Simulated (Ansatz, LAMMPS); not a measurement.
# Structural relaxation of Li+ BF4- in gamma-butyrolactone and acetonitrile and diethyl carbonate, from a frame at 540 K (102 atoms)

How does Li+ BF4- in gamma-butyrolactone and acetonitrile and diethyl carbonate, from a frame at 540 K (102 atoms) relax, and what do bonds, charges and levels look like afterwards?

Calculated with Ansatz 0.2.0; Kohn-Sham DFT, PBE+D3(BJ), PAW (set soft_2), plane waves.

## (1) Set-up

The cell holds 102 atoms: 30 C, 12 O, 50 H, 4 N, 1 B, 4 F and 1 Li. Cell: a = 11.111 Å, b = 11.111 Å, c = 11.111 Å, α = 90.0°, β = 90.0°, γ = 90.0°. 3 gamma-butyrolactone, 4 acetonitrile, 2 diethyl carbonate, 1 Li+, 1 BF4- placed at random, at 0.911 g/cm³; overlaps pushed apart, then 10 ps at 590 K with stiff harmonic cages for PF6 and BF4 with UFF radii; Joung-Cheatham ions (J. Phys. Chem. B 112, 9020 (2008)); MMFF94 bonds, angles, torsions, charges and radii (Halgren, J. Comput. Chem. 17, 490 (1996)) in harmonic and 12-6 forms; charges of ions scaled by 0.8. Snapshot after 30 ps at 540 K and fixed volume.

Limits known from the start: The network of contacts between molecules at the start is that of the classical potential that made the cell. The density was typed from a rule of thumb and may lie off the real one at this temperature. Sampling is at Γ alone, for a cell whose shortest periodic width is 11 Å.

## (2) Single point at the start

A single point comes first, to see the forces before anything moves.

File input.yaml:

```yaml
crystal:
  lattice:
    - [11.11076, 0.0, 0.0]
    - [0.0, 11.11076, 0.0]
    - [0.0, 0.0, 11.11076]
  atoms:
    - { symbol: C, position: [0.08644, 0.11671, 0.70077] }
    - { symbol: C, position: [0.978, 0.05843, 0.6438] }
    - { symbol: O, position: [0.01075, 0.94222, 0.60427] }
    - { symbol: C, position: [0.99893, 0.92221, 0.49021] }
    [... 92 atom lines left out ...]
    - { symbol: B, position: [0.16564, 0.14122, 0.13132] }
    - { symbol: F, position: [0.1855, 0.14821, 0.00931] }
    - { symbol: F, position: [0.20193, 0.25382, 0.18237] }
    - { symbol: F, position: [0.23828, 0.05079, 0.17828] }
    - { symbol: F, position: [0.05429, 0.11724, 0.17602] }
    - { symbol: Li, position: [0.93306, 0.14907, 0.32463] }
kpoints:
  mp_grid: { grid: [1, 1, 1] }
hamiltonian:
  xc: pbe
  dispersion: d3bj
scf:
  occupations: { method: fixed }
output:
  forces: true
  stress: true
  populations: true
  dos:
    method: { smearing: { sigma: 0.1 } }
    de: 0.1
    projected: { site_lists: { B: [B], C: [C], F: [F], H: [H], Li: [Li] } }
  eigenvalues: true
```

Launch:

```bash
> ansatz run input.yaml --threads 4 --pin off --max-ram 8192MiB --backend cpu --events-out ev --progress --plain --runs-dir out
```

It took 11 s on 4 threads of Arm Neoverse V2, shared host; peak memory 1.4 GiB; 44 s of CPU time.

Numbers from this run:

| Property | Result |
| --- | --- |
| free energy | -20266.2702 eV |
| free energy per atom | -198.6889 eV/atom |
| SCF cycles | 11 |
| pressure | 0.8609 GPa |
| r.m.s. force component | 1.283 eV/Å |
| longest force | 5.607 eV/Å |
| Fermi energy | -2.066 eV |
| gap (highest filled to lowest empty level) | 4.024 eV |
| spilling of the projection | 0.0135 |

The r.m.s. force component of 1.3 eV/Å and the pressure of 0.86 GPa set the starting point.

Neighbours are counted within 1.34 Å (H-C), 1.85 Å (C-C), 1.73 Å (C-O), 1.62 Å (C-N), 2.27 Å (O-Li), 1.72 Å (F-B), 2.46 Å (F-Li).

Length of the force by element and coordination:

```csv
element,coordination,atoms,mean length of the force (eV/Å),spread,least,most
B,all,1,2.51,0,2.51,2.51
C,all,30,2.76,1.15,0.917,5.61
C,2,4,2.49,1.83,1.02,5.61
C,3,5,2.97,0.168,2.70,3.11
C,4,21,2.77,1.10,0.917,5.23
F,all,4,1.63,0.893,0.467,2.98
F,1,3,1.19,0.510,0.467,1.58
F,2,1,2.98,0,2.98,2.98
H,all,50,1.41,0.797,0.236,4.49
Li,all,1,0.217,0,0.217,0.217
N,all,4,1.53,1.36,0.482,3.86
O,all,12,1.99,1.29,0.478,4.74
O,1,2,2.10,1.10,0.999,3.20
O,2,10,1.97,1.33,0.478,4.74
```

## (3) Relaxation

The atoms are relaxed in the fixed cell, aiming at the force tolerance of the input.

input.yaml, the sections that differ from step 2:

```yaml
output:
  forces: true
relax:
  f_tol: 0.03
  max_steps: 200
# crystal, kpoints, hamiltonian, scf: as in step 2
```

Wall time 4.2 min (4 threads); peak memory 1.3 GiB.

The steps of the relaxation (22 of 50):

| step | energy less that of the first step (eV) | largest force component (eV/Å) |
| --- | --- | --- |
| 1 | 0.0000 | 5.1612 |
| 3 | -6.2840 | 1.0254 |
| 6 | -6.9219 | 0.3330 |
| 8 | -7.0973 | 0.3274 |
| 10 | -7.1973 | 0.2830 |
| 13 | -7.2707 | 0.4656 |
| 15 | -7.3193 | 0.2833 |
| 17 | -7.3440 | 0.3496 |
| 20 | -7.3842 | 0.3357 |
| 22 | -7.4106 | 0.1262 |
| 24 | -7.4268 | 0.2552 |
| 27 | -7.4405 | 0.0997 |
| 29 | -7.4436 | 0.0874 |
| 31 | -7.4476 | 0.1004 |
| 34 | -7.4513 | 0.1023 |
| 36 | -7.4550 | 0.1320 |
| 38 | -7.4572 | 0.0927 |
| 41 | -7.4604 | 0.1372 |
| 43 | -7.4627 | 0.0204 |
| 45 | -7.4642 | 0.0708 |
| 48 | -7.4658 | 0.0207 |
| 50 | -7.4666 | 0.0289 |

The atoms that moved most (Å):

```
atom      dx      dy      dz  length
 H71  -2.114  -1.218   1.395   2.810
 H72  -1.490  -0.497   2.168   2.677
 C65  -1.527  -0.814   1.453   2.259
 H70  -1.037  -0.545   1.715   2.077
 H33  -1.452  -0.536  -1.205   1.961
 H69  -1.327  -0.987   0.788   1.831
 H18   0.866   1.558  -0.290   1.806
 C64  -1.002  -0.708   1.257   1.756
```

The relaxation changed the energy by -73.2 meV/atom, and atoms moved by 1.1 Å r.m.s., 2.8 Å at most.

## (4) Distances and neighbours after relaxation

Bonds before and after, by the cutoffs listed below:

```
pair  bonds before  bonds after  mean before (Å)  mean after (Å)  spread before (Å)  spread after (Å)
 H-C            50           50            1.095           1.098              0.047             0.002
 C-C            17           17            1.494           1.505              0.051             0.031
 C-O            19           19            1.354           1.355              0.086             0.095
 C-N             4            4            1.174           1.163              0.017             0.000
O-Li             3            3            2.074           1.944              0.136             0.016
 F-B             4            4            1.389           1.418              0.027             0.021
F-Li             1            1            2.160           1.881              0.000             0.000
```

Density 0.911 g/cm³, 13.45 Å³ an atom.

Pair distribution functions g(r), in bins of 0.2 Å:

```csv
r (Å),total,H-H,H-C,H-O,H-F,H-N,H-B
1.00,4.08,0.00,14.15,0.00,0.00,0.00,0.00
1.20,1.07,0.00,1.44,0.00,0.00,0.00,0.00
1.40,1.16,0.00,0.00,0.00,0.00,0.00,0.00
1.60,0.58,0.00,0.00,0.00,0.00,0.00,0.00
1.80,1.26,5.11,0.00,0.00,0.00,0.00,0.00
2.00,0.62,0.00,0.68,3.00,0.00,0.00,0.00
2.20,1.43,0.00,4.15,0.18,0.53,0.00,0.00
2.40,1.05,1.03,0.12,0.94,1.37,0.46,0.00
2.60,0.65,1.40,0.11,0.66,1.22,2.41,0.00
2.80,0.68,0.89,0.26,2.46,0.34,1.04,0.00
3.00,0.75,1.28,0.54,1.25,0.93,0.64,0.00
3.20,0.79,0.52,0.71,0.71,1.60,3.80,2.04
3.40,0.94,0.80,1.08,0.72,1.67,0.72,0.91
3.60,1.05,0.61,1.18,0.91,1.25,0.87,5.13
3.80,0.84,0.60,1.04,0.89,0.76,0.56,3.03
4.00,1.17,1.31,0.64,1.69,2.55,2.06,0.66
4.20,0.99,0.92,0.83,1.14,1.23,1.70,0.00
4.40,0.89,0.67,0.94,1.21,1.28,0.99,1.10
4.60,0.94,0.94,0.82,0.86,0.78,1.02,1.53
4.80,1.07,0.89,1.21,1.03,1.19,1.06,1.45
5.00,1.04,1.17,1.23,0.73,1.43,0.55,1.75
5.20,1.05,0.99,1.02,0.91,0.91,0.61,1.21
5.40,0.98,0.97,0.92,0.84,1.21,0.83,1.86
```

Bonds by pair of elements; cutoffs follow the first minimum of g(r), held within bounds set by covalent radii, and pairs that aren't listed don't count as bonded:

```csv
pair A-B,cutoff (Å),bonds,mean length (Å),spread (Å),shortest (Å),B about A,A about B
H-C,1.34,50,1.10,0.002,1.09,1,1.67
C-C,1.85,17,1.50,0.031,1.45,1.13,1.13
C-O,1.73,19,1.35,0.095,1.22,0.633,1.58
C-N,1.62,4,1.16,0,1.16,0.133,1
O-Li,2.38,3,1.94,0.016,1.92,0.25,3
F-B,1.72,4,1.42,0.021,1.40,1,4
F-Li,2.27,1,1.88,0,1.88,0.25,1
```

How many atoms have how many bonded neighbours:

```
element  mean   1   2  3   4
      B     4   0   0  0   1
      C  3.57   0   4  5  21
      F  1.25   3   1  0   0
      H     1  50   0  0   0
     Li     4   0   0  0   1
      N     1   4   0  0   0
      O  1.83   2  10  0   0
```

Bond angles, per cent of each kind in bins of 5°:

```
angle (°)  C-C-H  H-C-H  H-C-O  C-C-O
  100–105    0.0    0.0   28.6    0.0
  105–110   24.2   91.9   71.4   30.8
  110–115   72.6    8.1    0.0   46.2
  115–120    3.2    0.0    0.0    0.0
  120–125    0.0    0.0    0.0    0.0
  125–130    0.0    0.0    0.0   23.1
```

Bond angles (no mean is given where the spread exceeds 20°):

| angle | count | mean (°) | spread (°) |
| --- | --- | --- | --- |
| C-C-H | 62 | 111 | 1.8 |
| H-C-H | 37 | 109 | 0.8 |
| H-C-O | 14 | 107 | 2 |
| C-C-O | 13 | 114 | 8.4 |
| O-C-O | 9 | 120 | 6.9 |

Bond length by coordination (bonds to H left out):

| element | coordination | atoms | mean bond length (Å) |
| --- | --- | --- | --- |
| C | 2 | 4 | 1.31 |
| C | 3 | 5 | 1.34 |
| C | 4 | 21 | 1.50 |
| F | 1 | 3 | 1.41 |
| F | 2 | 1 | 1.67 |
| O | 1 | 2 | 1.22 |
| O | 2 | 10 | 1.46 |

Rings of the network by King's shortest-path rule, up to 12 atoms, one path for each pair of neighbours; H, halogens, alkali and alkaline-earth atoms are left out, and the last column divides by all other atoms, bonded or not:

```
ring size (atoms)  rings  per network atom
                5      3             0.064
```

With the cutoffs above, all B atoms have 4, 70 % of C atoms have 4, 75 % of F atoms have 1 and all H atoms have 1 bonded neighbour. The C-C-H angle averages 111° with a spread of 1.8°. All rings counted have 5 atoms.

## (5) Single point at the relaxed geometry

The electronic structure is read at the final geometry, in a run of its own.

File input.yaml:

```yaml
crystal:
  lattice:
    - [11.11076, 0.0, 0.0]
    - [0.0, 11.11076, 0.0]
    - [0.0, 0.0, 11.11076]
  atoms:
    - { symbol: C, position: [0.06453, 0.19694, 0.71898] }
    - { symbol: C, position: [0.95078, 0.1422, 0.66739] }
    - { symbol: O, position: [0.96789, 0.01449, 0.64118] }
    - { symbol: C, position: [0.0058, 0.9873, 0.53038] }
    [... 92 atom lines left out ...]
    - { symbol: B, position: [0.17373, 0.1109, 0.12172] }
    - { symbol: F, position: [0.16602, 0.0793, 0.99913] }
    - { symbol: F, position: [0.21831, 0.229, 0.13435] }
    - { symbol: F, position: [0.24572, 0.02919, 0.18488] }
    - { symbol: F, position: [0.0529, 0.10788, 0.17162] }
    - { symbol: Li, position: [0.98518, 0.16172, 0.31716] }
kpoints:
  mp_grid: { grid: [1, 1, 1] }
hamiltonian:
  xc: pbe
  dispersion: d3bj
scf:
  occupations: { method: fixed }
output:
  forces: true
  stress: true
  populations: true
  dos:
    method: { smearing: { sigma: 0.15 } }
    de: 0.1
    projected: { site_lists: { B: [B], C: [C], F: [F], H: [H], Li: [Li] } }
  eigenvalues: true
  write_density: true
  write_potential: true
  volumetric_format: npy
```

Wall time 13 s (4 threads); peak memory 1.4 GiB; 51 s of CPU time.

The program notes that the exchange-correlation potential is rough where the density is thin.

Numbers from this run:

```yaml
free_energy: -20273.7368 eV
free_energy_per_atom: -198.7621 eV/atom
scf_cycles: 11
pressure: -0.3804 GPa
r_m_s_force_component: 0.00523 eV/Å
longest_force: 0.03641 eV/Å
fermi_energy: -2.291 eV
spacing_of_highest_filled_and_lowest_empty_level: 4.835 eV
spilling_of_the_projection: 0.01354
```

Löwdin charges by element and coordination (they lack the spilled electrons, 0.039 e an atom on average):

```csv
element,coordination,atoms,mean charge (e),spread,least,most
B,all,1,0.889,0,0.889,0.889
C,all,30,-0.0647,0.391,-0.495,0.723
C,2,4,0.240,0.0071,0.230,0.250
C,3,5,0.635,0.0647,0.576,0.723
C,4,21,-0.289,0.180,-0.495,-0.0488
F,all,4,-0.389,0.0136,-0.412,-0.379
F,1,3,-0.381,0.0014,-0.382,-0.379
F,2,1,-0.412,0,-0.412,-0.412
H,all,50,0.218,0.0212,0.187,0.256
Li,all,1,0.773,0,0.773,0.773
N,all,4,-0.240,0.0037,-0.245,-0.236
O,all,12,-0.341,0.0875,-0.491,-0.258
O,1,2,-0.429,0.03,-0.459,-0.399
O,2,10,-0.323,0.0846,-0.491,-0.258
```

Density of states as counts of states in windows of 1 eV (from the Fermi level), total and the larger projections:

```csv
from (eV),to (eV),total,C p,H s,F p,C s
-14,-13,9.7,1.4,1.7,0.0,5.3
-13,-12,13.4,2.5,3.0,0.0,6.7
-12,-11,4.7,0.7,0.8,0.0,2.3
-11,-10,4.0,0.7,0.8,0.0,1.4
-10,-9,8.4,2.4,1.8,0.0,2.5
-9,-8,1.6,0.5,0.3,0.0,0.5
-8,-7,13.6,4.3,1.9,0.5,1.9
-7,-6,20.6,8.9,2.7,1.1,1.1
-6,-5,23.6,7.9,2.7,4.5,1.1
-5,-4,36.1,20.9,7.7,0.4,0.2
-4,-3,23.9,10.8,3.6,3.2,0.2
-3,-2,39.3,13.1,5.6,6.5,0.2
-2,-1,38.7,10.8,5.2,6.0,0.1
-1,0,15.3,2.0,0.8,0.0,0.1
0,1,0.8,0.1,0.0,0.0,0.0
1,4,0.0,0.0,0.0,0.0,0.0
4,5,3.8,1.9,0.4,0.0,0.0
```

With fixed occupations the program's Fermi level is the highest filled level; weight inside the gap is the broadening of levels at its edges.

Between -26 and -14 eV lie 40 more states.

Not all projections were asked for or kept, so they needn't add up to the total.

The levels nearest the highest filled one (over half full), pooled over k-points and spins:

```csv
level less the highest filled one (eV),occupation
-0.826,2
-0.706,2
-0.646,2
-0.567,2
-0.528,2
0,2
4.83,0
4.89,0
5.23,0
5.29,0
5.69,0
5.78,0
```

Mean Löwdin charges: B +0.89, C -0.06, F -0.39, H +0.22, Li +0.77, N -0.24 e (they miss 1.4 % of the electrons, so they add up to more than the cell's charge).

1 further run on a deliberately doubtful input is not shown.

## (6) Results

| Property | Result |
| --- | --- |
| energy change in the relaxation | -73.2 meV/atom |
| r.m.s. displacement | 1.099 Å |
| largest displacement | 2.81 Å |
| free energy per atom | -198.7621 eV/atom |
| pressure | -0.3804 GPa |
| r.m.s. force component | 0.00523 eV/Å |
| gap (highest filled to lowest empty level) | 4.835 eV |
| wall time of the 3 DFT runs | 4.6 min |

**Reading.** Relaxation lowers the energy by 73.2 meV/atom and moves atoms by 1.1 Å r.m.s.; the r.m.s. force component goes from 1.3 to 0.0052 eV/Å, the pressure goes from 0.86 to -0.38 GPa, and the gap from 4.02 to 4.83 eV. By the final cutoffs no bond was broken or made. First to last step the energy falls by 7.467 eV; the largest move, 2.81 Å, is that of H71. The F-B bonds go from 1.389 Å (spread 0.027) to 1.418 Å (spread 0.021). With the cutoffs above, all B atoms have 4, 70 % of C atoms have 4, 75 % of F atoms have 1 and all H atoms have 1 bonded neighbour. Between filled and empty levels lie 4.83 eV (at Γ alone); a semilocal functional tends to put such gaps too low. In a disordered cell it changes from sample to sample and from frame to frame.

**Limits.** The network of contacts between molecules at the start is that of the classical potential that made the cell; in DFT atoms moved by 1.1 Å r.m.s.

[Logs are printed without paths, hosts, clocks, repeated set-up lines and the standing remarks that a program may print on its own settings, such as how far it seeks lower states.]

[Hosts, paths, dates, database ids (printed as entryN), source tags and the programs' standing remarks are cut or masked in the printed files.]

[The MMFF94 radii named for the starting cell were scaled by 0.96; in molecules described by MMFF94, hydrogen bound to N, O or S took a small fixed 12-6 site in their place.]
